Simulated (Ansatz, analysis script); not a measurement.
# Fixed-spin-moment curve of MnSi

Aim: the energy of MnSi as its total moment is fixed at a series of values, and its answer to a field.

Method: PBE, PAW set soft_1, in Ansatz 0.2.0.

The database entry behind the starting cell differs from later determinations by our own check (0.1 to 0.3 % short, probably kX units), so it need not match the best structure at ambient conditions.

### Step 1. The structure

The structure is cubic, space group P2_13 (No. 198). Conventional cell: a = 4.548 Å, b = 4.548 Å, c = 4.548 Å, α = 90.00°, β = 90.00°, γ = 90.00°. Mn has 7 Si at 2.30 to 2.53 Å nearest. Si has 7 Mn at 2.30 to 2.53 Å nearest. Farther neighbours are not listed.

Structure file:

```cif
data_structure
_symmetry_space_group_name_H-M 'P2_13'
_symmetry_Int_Tables_number 198
_cell_length_a 4.5480
_cell_length_b 4.5480
_cell_length_c 4.5480
_cell_angle_alpha 90.000
_cell_angle_beta 90.000
_cell_angle_gamma 90.000
_cell_volume 94.07
loop_
_atom_site_label
_atom_site_type_symbol
_atom_site_symmetry_multiplicity
_atom_site_Wyckoff_symbol
_atom_site_fract_x
_atom_site_fract_y
_atom_site_fract_z
_atom_site_occupancy
Mn1 Mn 4 a 0.13800 0.13800 0.13800 1
Si1 Si 4 a 0.84600 0.84600 0.84600 1
```

The cell of this run holds 8 atoms, 4 of them with a starting moment; values «a cell» refer to the cell of the run in question.

### Step 2. Two spin channels first

First a free collinear run, to see which state the typed moments lead to.

input.yaml reads:

```yaml
crystal:
  lattice:
    - [4.548, 0.0, 0.0]
    - [0.0, 4.548, 0.0]
    - [0.0, 0.0, 4.548]
  atoms:
    - { symbol: Mn, position: [0.138, 0.138, 0.138], spin: 3.5 }
    - { symbol: Mn, position: [0.362, 0.862, 0.638], spin: 3.5 }
    - { symbol: Mn, position: [0.638, 0.362, 0.862], spin: 3.5 }
    - { symbol: Mn, position: [0.862, 0.638, 0.362], spin: 3.5 }
    - { symbol: Si, position: [0.846, 0.846, 0.846] }
    - { symbol: Si, position: [0.654, 0.154, 0.346] }
    - { symbol: Si, position: [0.346, 0.654, 0.154] }
    - { symbol: Si, position: [0.154, 0.346, 0.654] }
magnetization:
  spin_polarized: true
kpoints:
  mp_grid: { grid: [7, 7, 7] }
hamiltonian:
  xc: pbe
  pseudopotentials: { kind: paw, azcp: { folder: soft_1 } }
scf:
  occupations: { method: fermi_dirac, width: 0.05 }
  max_iter: 120
  convergence: { dr2_threshold: 1.0e-08 }
  lower_state_search: "off"
```

Command:

```console
> ansatz run input.yaml --threads 2 --pin off --max-ram 5120MiB --backend cpu --events-out ev --progress --plain --runs-dir out
```

Numbers of over 12 decimals in the logs are rounded to 6 here.

The log of the run:

```text
Engine: ansatz 0.2.0, aarch64-unknown-linux-gnu
Pseudopotentials: kind: paw
Pseudopotential: Mn, paw, valence charge 15, recommended cutoff 420 eV (normal), soft_1/Mn.paw.azcp
Pseudopotential: Si, paw, valence charge 4, recommended cutoff 420 eV (normal), soft_1/Si.paw.azcp
Functional definition: PBE
  parameter kappa = 0.804
  parameter beta = 0.066725
  exchange = pbe_x(kappa = kappa, mu = beta*pi^2/3)
  correlation = pbe_c(beta = beta)
Crystal: 8 atoms, lattice volume = 94.072 Å³
Basis set: ecut = 420 eV, 1839 PW (Γ)
Bands: 54, of which v1, the nominal top of the filled ones, is band 38 counted from 1 (37 counted from 0)
Symmetry: 12 space group operations
Space group: P213 (ITA 198), of the structure as read, at distance tolerance 4.5e-5 Å
Magnetic group: BNS 198.9 (UNI 1511), of the structure as read, at distance tolerance 4.5e-5 Å
k-points: 24 of 343 (time reversal used)
Non-local potential: Mn, projectors of the file, l = 0: 3, l = 1: 2, l = 2: 3, l = 3: 1
Non-local potential: Si, projectors of the file, l = 0: 2, l = 1: 2, l = 2: 1
PAW form: soft (Blöchl's): semilocal exchange-correlation on the pseudo side does not see the compensation charge
PAW one-centre angular grid: Mn, 590 points (default); XC on 64 Gauss nodes
PAW one-centre angular grid: Si, 110 points (default); XC on 64 Gauss nodes
Initial density: superposition of atomic densities (chi_scale 0.1, normalization cell)
Starting moments: Σ|m| = 14 μB on 4 of 8 sites
Initial wavefunctions: pseudopotential atomic-orbital guess
Functional: x = pbe(κ = 0.804, μ = 0.219515), c = pbe(β = 0.066725)
iter 1 solved again at ethr=2.76e-3 eV; its pass at ethr=3.10e-3 eV (dr2=2.10e0 eV) is discarded
SCF iter   1: F=—  HF=-18141.150158 eV  |F-HF|=—  |Δ(HF+E_count)|=         —  Δρ=7.94e-2 (↑7.10e-2 ↓7.94e-2)  dr2=2.09e0  dr2_m=4.54e0  M=8.282 μB ∫|m|=9.902 μB  β_m=0.30  ethr=2.76e-3  ⟨swp⟩=1.0  Hψ=13582  notcnv=0
Mixer restart at iter 1: flushing history
preconditioner: auto → Kerker (q_TF=auto, 2.633 Å⁻¹)  [metal: Δε(μ)=0.054 eV  Ē_g=7.642 eV  σ=0.050 eV  W_gap=0.26  n_scr=26 (ndim 8)  ℏωp=25.4 eV  f_vac=0.000  D(μ)=2.13/eV (n_scr^D=18)]
spin=Collinear: Kerker preconditioning applied to the charge; magnetization (m = ρ↑ − ρ↓) channel mixes plain (no charge-response kernel on spin).
spin-set hold released at iteration 1 (the charge has settled, or the pull on large starting moments outlasts its swing): the magnetisation degrees of freedom join the quasi-Newton model from the next iteration; the mixer history was flushed
SCF iter   2: F=—  HF=-18141.543895 eV  |F-HF|=—  |Δ(HF+E_count)|=   3.94e-1  Δρ=6.02e-2 (↑5.49e-2 ↓6.02e-2)  dr2=1.34e0  dr2_m=2.65e0  M=8.114 μB ∫|m|=9.647 μB  β_m=0.65  ethr=2.74e-3  ⟨swp⟩=2.0  Hψ=3168  notcnv=0
SCF iter   3: F=—  HF=-18141.953456 eV  |F-HF|=—  |Δ(HF+E_count)|=   4.10e-1  Δρ=1.72e-2 (↑1.72e-2 ↓1.70e-2)  dr2=2.94e-2  dr2_m=2.41e-1  M=6.609 μB ∫|m|=7.996 μB  β_m=0.73  ethr=1.77e-3  ⟨swp⟩=2.6  Hψ=4499  notcnv=0
SCF iter   4: F=—  HF=-18142.046898 eV  |F-HF|=—  |Δ(HF+E_count)|=   9.34e-2  Δρ=1.90e-2 (↑1.90e-2 ↓1.15e-2)  dr2=5.40e-2  dr2_m=1.91e-1  M=5.848 μB ∫|m|=7.141 μB  β_m=0.87  ethr=3.86e-5  ⟨swp⟩=2.0  Hψ=4566  notcnv=0  defer=138
SCF iter   5: F=—  HF=-18142.142359 eV  |F-HF|=—  |Δ(HF+E_count)|=   9.55e-2  Δρ=1.64e-2 (↑8.08e-3 ↓1.64e-2)  dr2=6.51e-2  dr2_m=1.19e-1  M=5.246 μB ∫|m|=6.424 μB  β_m=0.63  ethr=3.86e-5  ⟨swp⟩=2.1  Hψ=4915  notcnv=0  defer=144
SCF iter   6: F=—  HF=-18142.232515 eV  |F-HF|=—  |Δ(HF+E_count)|=   9.02e-2  Δρ=1.12e-2 (↑1.12e-2 ↓7.88e-3)  dr2=1.95e-2  dr2_m=7.43e-2  M=4.236 μB ∫|m|=5.198 μB  β_m=0.56  ethr=3.86e-5  ⟨swp⟩=2.5  Hψ=4755  notcnv=0  defer=232
SCF iter   7: F=—  HF=-18142.246766 eV  |F-HF|=—  |Δ(HF+E_count)|=   1.43e-2  Δρ=1.16e-2 (↑1.16e-2 ↓5.43e-3)  dr2=4.23e-2  dr2_m=5.76e-2  M=3.747 μB ∫|m|=4.319 μB  β_m=0.77  ethr=2.56e-5  ⟨swp⟩=2.1  Hψ=4630  notcnv=0  defer=239
SCF iter   8: F=—  HF=-18142.263024 eV  |F-HF|=—  |Δ(HF+E_count)|=   1.63e-2  Δρ=2.96e-3 (↑2.96e-3 ↓1.27e-3)  dr2=4.05e-3  dr2_m=3.33e-3  M=3.934 μB ∫|m|=4.585 μB  β_m=0.82  ethr=2.56e-5  ⟨swp⟩=1.5  Hψ=3239  notcnv=0  defer=226
SCF iter   9: F=—  HF=-18142.263542 eV  |F-HF|=—  |Δ(HF+E_count)|=   5.18e-4  Δρ=8.81e-4 (↑8.81e-4 ↓4.58e-4)  dr2=2.45e-4  dr2_m=3.55e-4  M=3.955 μB ∫|m|=4.608 μB  β_m=0.91  ethr=5.33e-6  ⟨swp⟩=2.0  Hψ=3015  notcnv=0  defer=226
SCF iter  10: F=—  HF=-18142.263632 eV  |F-HF|=—  |Δ(HF+E_count)|=   9.01e-5  Δρ=1.42e-4 (↑1.42e-4 ↓8.16e-5)  dr2=6.60e-6  dr2_m=9.60e-6  M=3.963 μB ∫|m|=4.619 μB  β_m=0.96  ethr=3.22e-7  ⟨swp⟩=2.1  Hψ=3617  notcnv=0  defer=226
SCF iter  11: F=—  HF=-18142.263629 eV  |F-HF|=—  |Δ(HF+E_count)|=   2.87e-6  Δρ=5.53e-5 (↑5.53e-5 ↓4.86e-5)  dr2=1.70e-7  dr2_m=2.22e-6  M=3.965 μB ∫|m|=4.623 μB  β_m=0.98  ethr=8.69e-9  ⟨swp⟩=2.4  Hψ=4273  notcnv=0  defer=226
SCF iter  12: F=—  HF=-18142.263630 eV  |F-HF|=—  |Δ(HF+E_count)|=   8.15e-7  Δρ=1.24e-5 (↑1.24e-5 ↓7.17e-6)  dr2=3.51e-8  dr2_m=7.69e-8  M=3.964 μB ∫|m|=4.621 μB  β_m=0.91  ethr=2.23e-10  ⟨swp⟩=2.2  Hψ=4265  notcnv=0  defer=226
SCF iter  13: F=—  HF=-18142.263630 eV  |F-HF|=—  |Δ(HF+E_count)|=   6.11e-9  Δρ=9.64e-6 (↑9.64e-6 ↓8.08e-6)  dr2=3.46e-9  dr2_m=6.60e-8  M=3.964 μB ∫|m|=4.621 μB  β_m=0.96  ethr=1.32e-11  ⟨swp⟩=2.2  Hψ=4633  notcnv=0
SCF iter  14: F=-18142.263630 eV  HF=-18142.263630 eV  |F-HF|=1.09e-10  |Δ(HF+E_count)|=   1.73e-8  Δρ=1.88e-6 (↑1.88e-6 ↓1.18e-6)  dr2=4.79e-10  dr2_m=1.97e-9  M=3.964 μB ∫|m|=4.621 μB  ethr=4.55e-12  ⟨swp⟩=2.7  Hψ=4948  notcnv=0
SCF 1 converged in 14 iterations: F = -18142.263630 eV  dr2 = 4.79e-10
  greatest PAW one-centre occupation: 1.000 electrons in one spin orbital (limit 2), on the Mn atom at site 3 (counted from 0), in its partial waves of l = 1
SCF converged after 14 iterations
Magnetization: 3.9644 μB (39.9822 up, 36.0178 down)
Absolute magnetization: 4.6213 μB (∫|ρ↑−ρ↓|, with the PAW one-centre terms)
Spin contamination: 0.0728 ħ² per cell (⟨S²⟩ above its minimum at these occupations)
Per-site moments (μB) at R_I (Å): [(1.007515, 0.948829), (1.007515, 0.948829), (1.007515, 0.948829), (1.007515, 0.948829), (-0.042202, 0.948829), (-0.042202, 0.948829), (-0.042202, 0.948829), (-0.042202, 0.948829)]
Free energy (F): -18142.263630 eV
Harris-Foulkes:  -18142.263630 eV  (|F-HF|=1.09e-10)
Internal energy: -18142.226442 eV  (E = F + TS)
E sigma→0 (E₀):  -18142.245036 eV
Entropy (-TS):   -0.037188 eV (-4.648 meV/atom)
Fermi energy:    15.661028 eV
--- Per-component energies (eV) ---
  E_band       = -749.605968
  E_kinetic    = 1466.281033
  E_local      = -9510.022669  (includes V_loc(G=0)·N_el)
  E_nonlocal   = 1911.023309
  E_hartree    = 3777.747102
  E_xc         = -676.116732
  E_vxc        = -767.995341  (∫ρ·V_xc dr)
  E_paw        = -7352.746491  (= ΣΔE_a)
  E_vpaw       = -1404.384571  (= ΣTr[D̂ρ^β])
  E_aug_tail   = 0.000550  (compensation charges beyond the density's cutoff)
  E_ewald      = -7758.392544
  E_smearing   = -0.037188  (= −TS)
  E_closure    = 0.000000  (closes the sum)
  Σ components = -18142.263630   (vs F -18142.263630, Δ=0.00e0)
```

The job ended after 14 s (2 threads of Arm Neoverse V2, shared host; peak memory 0.41 GiB; 28 s of CPU time).

The column dr2 measures how far the density is from self-consistency, as an energy; F and HF (Harris–Foulkes) agree once it is small.

Spin moment in the atom's sphere by atom:

| atom | spin moment in the atom's sphere (μB) |
| --- | --- |
| Mn1 | 1.01 |
| Mn2 | 1.01 |
| Mn3 | 1.01 |
| Mn4 | 1.01 |
| Si5 | -0.04 |
| Si6 | -0.04 |
| Si7 | -0.04 |
| Si8 | -0.04 |

Tables count atoms from 1; parts of the log count from 0.

The run ends ferromagnetic, with a net moment of 3.96 μB a cell. Only this order was typed.

### Step 3. The same state on a denser mesh

Levels at the Fermi energy are partly filled, so moments and energy differences can hang on the k-mesh, and the state is solved again on a denser one.

input.yaml, the sections that differ from step 2:

```yaml
crystal:
  lattice:
    - [4.548, 0.0, 0.0]
    - [0.0, 4.548, 0.0]
    - [0.0, 0.0, 4.548]
  atoms:
    - { symbol: Mn, position: [0.138, 0.138, 0.138], spin: 1.01 }
    - { symbol: Mn, position: [0.362, 0.862, 0.638], spin: 1.01 }
    - { symbol: Mn, position: [0.638, 0.362, 0.862], spin: 1.01 }
    - { symbol: Mn, position: [0.862, 0.638, 0.362], spin: 1.01 }
    - { symbol: Si, position: [0.846, 0.846, 0.846] }
    - { symbol: Si, position: [0.654, 0.154, 0.346] }
    - { symbol: Si, position: [0.346, 0.654, 0.154] }
    - { symbol: Si, position: [0.154, 0.346, 0.654] }
kpoints:
  mp_grid: { grid: [9, 9, 9] }
basis:
  ecutwfc: 420.0
checkpoint:
  read: start
  write: ck
  compress: false
  write_wavefunctions: false
  write_every: 100000
# magnetization, hamiltonian, scf: as in step 2
```

The log of the run:

```text
[...]
Per-site moments (μB) at R_I (Å): [(1.002406, 0.948829), (1.002406, 0.948829), (1.002406, 0.948829), (1.002406, 0.948829), (-0.042083, 0.948829), (-0.042083, 0.948829), (-0.042083, 0.948829), (-0.042083, 0.948829)]
Free energy (F): -18142.263453 eV
[...]
Internal energy: -18142.224475 eV  (E = F + TS)
E sigma→0 (E₀):  -18142.243964 eV
Entropy (-TS):   -0.038978 eV (-4.872 meV/atom)
Fermi energy:    15.645933 eV
[...]
[key lines of the parts left out:]
SCF converged after 6 iterations
Magnetization: 3.9432 μB (39.9716 up, 36.0284 down)
```

The job ended after 15 s (2 threads; peak memory 0.49 GiB).

Spin moment in the atom's sphere by atom:

| atom | spin moment in the atom's sphere (μB) |
| --- | --- |
| Mn1 | 1.00 |
| Mn2 | 1.00 |
| Mn3 | 1.00 |
| Mn4 | 1.00 |
| Si5 | -0.04 |
| Si6 | -0.04 |
| Si7 | -0.04 |
| Si8 | -0.04 |

The run ends ferromagnetic, with a net moment of 3.94 μB a cell, against 3.96 μB on the first mesh.

### Step 4. Without spin

The state without spin is the zero of E(M).

input.yaml reads:

```yaml
crystal:
  lattice:
    - [4.548, 0.0, 0.0]
    - [0.0, 4.548, 0.0]
    - [0.0, 0.0, 4.548]
  atoms:
    - { symbol: Mn, position: [0.138, 0.138, 0.138] }
    - { symbol: Mn, position: [0.362, 0.862, 0.638] }
    - { symbol: Mn, position: [0.638, 0.362, 0.862] }
    - { symbol: Mn, position: [0.862, 0.638, 0.362] }
    - { symbol: Si, position: [0.846, 0.846, 0.846] }
    - { symbol: Si, position: [0.654, 0.154, 0.346] }
    - { symbol: Si, position: [0.346, 0.654, 0.154] }
    - { symbol: Si, position: [0.154, 0.346, 0.654] }
kpoints:
  mp_grid: { grid: [9, 9, 9] }
hamiltonian:
  xc: pbe
  pseudopotentials: { kind: paw, azcp: { folder: soft_1 } }
scf:
  occupations: { method: fermi_dirac, width: 0.05 }
  max_iter: 120
  convergence: { dr2_threshold: 1.0e-08 }
basis:
  ecutwfc: 420.0
```

Command:

```console
> ansatz run input.yaml --threads 1 --pin off --max-ram 2560MiB --backend cpu --events-out ev --progress --plain --runs-dir out
```

The log of the run:

```text
[...]
Crystal: 8 atoms, lattice volume = 94.072 Å³
Basis set: ecut = 420 eV, 1839 PW (Γ)
Bands: 46, of which v1, the nominal top of the filled ones, is band 38 counted from 1 (37 counted from 0)
Symmetry: 12 space group operations
[...]
k-points: 45 of 729 (time reversal used)
[...]
SCF iter   1: F=—  HF=-18143.244292 eV  |F-HF|=—  |Δ(HF+E_count)|=         —  Δρ=5.66e-2  dr2=4.46e0  ethr=3.10e-3  ⟨swp⟩=6.4  Hψ=7768  notcnv=0
[...]
SCF iter   9: F=-18142.019743 eV  HF=-18142.019743 eV  |F-HF|=2.95e-9  |Δ(HF+E_count)|=   1.17e-8  Δρ=2.25e-6  dr2=4.92e-9  ethr=1.32e-11  ⟨swp⟩=2.0  Hψ=5996  notcnv=0
SCF 1 converged in 9 iterations: F = -18142.019743 eV  dr2 = 4.92e-9
[...]
SCF converged after 9 iterations
Free energy (F): -18142.019743 eV
[...]
Internal energy: -18141.934810 eV  (E = F + TS)
E sigma→0 (E₀):  -18141.977276 eV
Entropy (-TS):   -0.084933 eV (-10.617 meV/atom)
Fermi energy:    15.541999 eV
[...]
```

Elapsed: 16 s, on 1 thread; peak memory 0.37 GiB.

The free collinear run lies 244 meV below it.

### Step 5. Without spin, levels printed

input.yaml, as its differences from that of step 4:

```diff
@@ -25 +25,3 @@
   ecutwfc: 420.0
+output:
+  eigenvalues: true
```

The log of the run:

```text
[...]
Crystal: 8 atoms, lattice volume = 94.072 Å³
Basis set: ecut = 420 eV, 1839 PW (Γ)
Bands: 46, of which v1, the nominal top of the filled ones, is band 38 counted from 1 (37 counted from 0)
Symmetry: 12 space group operations
[...]
k-points: 45 of 729 (time reversal used)
[...]
--- Band table (eV; the first three rows and the last of 45) ---
  k-point 0: bands = [... 34 lower, 13.9704, 15.7275, 15.7275, 15.7275, 15.8916, 15.8916, 16.7491, 16.7491, ... 4 higher]
  k-point 1: bands = [... 34 lower, 14.1725, 15.6038, 15.6149, 15.8648, 15.8863, 15.8899, 16.5691, 16.7110, ... 4 higher]
  k-point 2: bands = [... 34 lower, 14.3242, 15.3319, 15.5495, 15.7881, 15.8873, 16.0025, 16.4087, 16.6028, ... 4 higher]
  k-point 44: bands = [... 34 lower, 15.2281, 15.2670, 15.2768, 15.3518, 15.3815, 15.3999, 16.4210, 16.4439, ... 4 higher]
[key lines of the parts left out:]
SCF converged after 9 iterations
Free energy (F): -18142.019743 eV
Fermi energy:    15.541999 eV
```

Run time: 16 s. Hardware: 1 thread; peak memory 0.37 GiB.

### Step 6. Total moment fixed at 0.667 μB

Two Fermi levels, one a spin, hold the total moment exactly, which reaches states that a free run would leave.

input.yaml reads:

```yaml
crystal:
  lattice:
    - [4.548, 0.0, 0.0]
    - [0.0, 4.548, 0.0]
    - [0.0, 0.0, 4.548]
  atoms:
    - { symbol: Mn, position: [0.138, 0.138, 0.138], spin: 0.1666 }
    - { symbol: Mn, position: [0.362, 0.862, 0.638], spin: 0.1668 }
    - { symbol: Mn, position: [0.638, 0.362, 0.862], spin: 0.1668 }
    - { symbol: Mn, position: [0.862, 0.638, 0.362], spin: 0.1668 }
    - { symbol: Si, position: [0.846, 0.846, 0.846] }
    - { symbol: Si, position: [0.654, 0.154, 0.346] }
    - { symbol: Si, position: [0.346, 0.654, 0.154] }
    - { symbol: Si, position: [0.154, 0.346, 0.654] }
magnetization:
  spin_polarized: true
  initial_magnetization: 0.667
  spin_locking: { lock_magnetization: hard }
kpoints:
  mp_grid: { grid: [9, 9, 9] }
hamiltonian:
  xc: pbe
  pseudopotentials: { kind: paw, azcp: { folder: soft_1 } }
scf:
  occupations: { method: fermi_dirac, width: 0.05 }
  max_iter: 120
  convergence: { dr2_threshold: 1.0e-08 }
  lower_state_search: "off"
basis:
  ecutwfc: 420.0
```

The log of the run:

```text
[...]
Crystal: 8 atoms, lattice volume = 94.072 Å³
Basis set: ecut = 420 eV, 1839 PW (Γ)
Bands: 47, of which v1, the nominal top of the filled ones, is band 38 counted from 1 (37 counted from 0)
Symmetry: 3 space group operations
[...]
k-points: 125 of 729 (time reversal used)
[...]
Starting moments: Σ|m| = 0.667 μB on 4 of 8 sites
[...]
SCF iter  16: F=-18142.031877 eV  HF=-18142.031877 eV  |F-HF|=1.22e-9  |Δ(HF+E_count)|=   2.39e-9  Δρ=8.64e-7 (↑2.36e-7 ↓8.64e-7)  dr2=1.30e-9  dr2_m=1.10e-10  M=0.667 μB ∫|m|=0.812 μB  ethr=1.00e-12  ⟨swp⟩=1.0  Hψ=34259  notcnv=0
SCF 1 converged in 16 iterations: F = -18142.031877 eV  dr2 = 1.30e-9
[...]
SCF converged after 16 iterations
Stability checked in part: among states of this total moment the steps that led to this state did not find it unstable. No probe was made; neither looks for a lower state of another moment (fixed_total_moment; see scf.lower_state_search)
Magnetization: 0.6670 μB (38.3335 up, 37.6665 down)
Absolute magnetization: 0.8117 μB (∫|ρ↑−ρ↓|, with the PAW one-centre terms)
[...]
Per-site moments (μB) at R_I (Å): [(0.174801, 0.948829), (0.174888, 0.948829), (0.174888, 0.948829), (0.174888, 0.948829), (-0.00877288, 0.948829), (-0.00877278, 0.948829), (-0.00877278, 0.948829), (-0.00877278, 0.948829)]
Free energy (F): -18142.031877 eV
[...]
Internal energy: -18141.949487 eV  (E = F + TS)
E sigma→0 (E₀):  -18141.990682 eV
Entropy (-TS):   -0.082390 eV (-10.299 meV/atom)
Fermi energy:    15.542440 (↑ 15.506762, ↓ 15.578118) eV
[...]
```

Wall time 2.7 min (1 thread); peak memory 0.86 GiB.

The energy is -12.1 meV from the state without spin, and the largest site carries 0.175 μB.

### Step 7. Total moment fixed at 1.333 μB

input.yaml, the sections that differ from step 6:

```yaml
crystal:
  lattice:
    - [4.548, 0.0, 0.0]
    - [0.0, 4.548, 0.0]
    - [0.0, 0.0, 4.548]
  atoms:
    - { symbol: Mn, position: [0.138, 0.138, 0.138], spin: 0.3334 }
    - { symbol: Mn, position: [0.362, 0.862, 0.638], spin: 0.3332 }
    - { symbol: Mn, position: [0.638, 0.362, 0.862], spin: 0.3332 }
    - { symbol: Mn, position: [0.862, 0.638, 0.362], spin: 0.3332 }
    - { symbol: Si, position: [0.846, 0.846, 0.846] }
    - { symbol: Si, position: [0.654, 0.154, 0.346] }
    - { symbol: Si, position: [0.346, 0.654, 0.154] }
    - { symbol: Si, position: [0.154, 0.346, 0.654] }
magnetization:
  spin_polarized: true
  initial_magnetization: 1.333
  spin_locking: { lock_magnetization: hard }
# kpoints, hamiltonian, scf, basis: as in step 6
```

The log of the run:

```text
[...]
Crystal: 8 atoms, lattice volume = 94.072 Å³
Basis set: ecut = 420 eV, 1839 PW (Γ)
Bands: 47, of which v1, the nominal top of the filled ones, is band 38 counted from 1 (37 counted from 0)
Symmetry: 3 space group operations
[...]
k-points: 125 of 729 (time reversal used)
[...]
Starting moments: Σ|m| = 1.333 μB on 4 of 8 sites
[...]
Per-site moments (μB) at R_I (Å): [(0.348939, 0.948829), (0.348762, 0.948829), (0.348762, 0.948829), (0.348762, 0.948829), (-0.017354, 0.948829), (-0.017354, 0.948829), (-0.017354, 0.948829), (-0.017354, 0.948829)]
Free energy (F): -18142.065716 eV
[...]
Internal energy: -18141.987803 eV  (E = F + TS)
E sigma→0 (E₀):  -18142.026759 eV
Entropy (-TS):   -0.077913 eV (-9.739 meV/atom)
Fermi energy:    15.543722 (↑ 15.479103, ↓ 15.608341) eV
[...]
[key lines of the parts left out:]
SCF converged after 12 iterations
Magnetization: 1.3330 μB (38.6665 up, 37.3335 down)
```

The job ended after 1.9 min (1 thread; peak memory 0.86 GiB).

The energy is -46.0 meV from the state without spin, and the largest site carries 0.349 μB.

[end of part 1 of 2]

[Logs and program files are shortened in this print: banners, set-up blocks, solver, clock and traceback lines can be left out without a mark of their own.]

[Logs are printed without paths, hosts, clocks, repeated set-up lines and the standing remarks that a program may print on its own settings, such as how far it seeks lower states.]

[Hosts, paths, dates, database ids (printed as entryN), source tags and the programs' standing remarks are cut or masked in the printed files.]
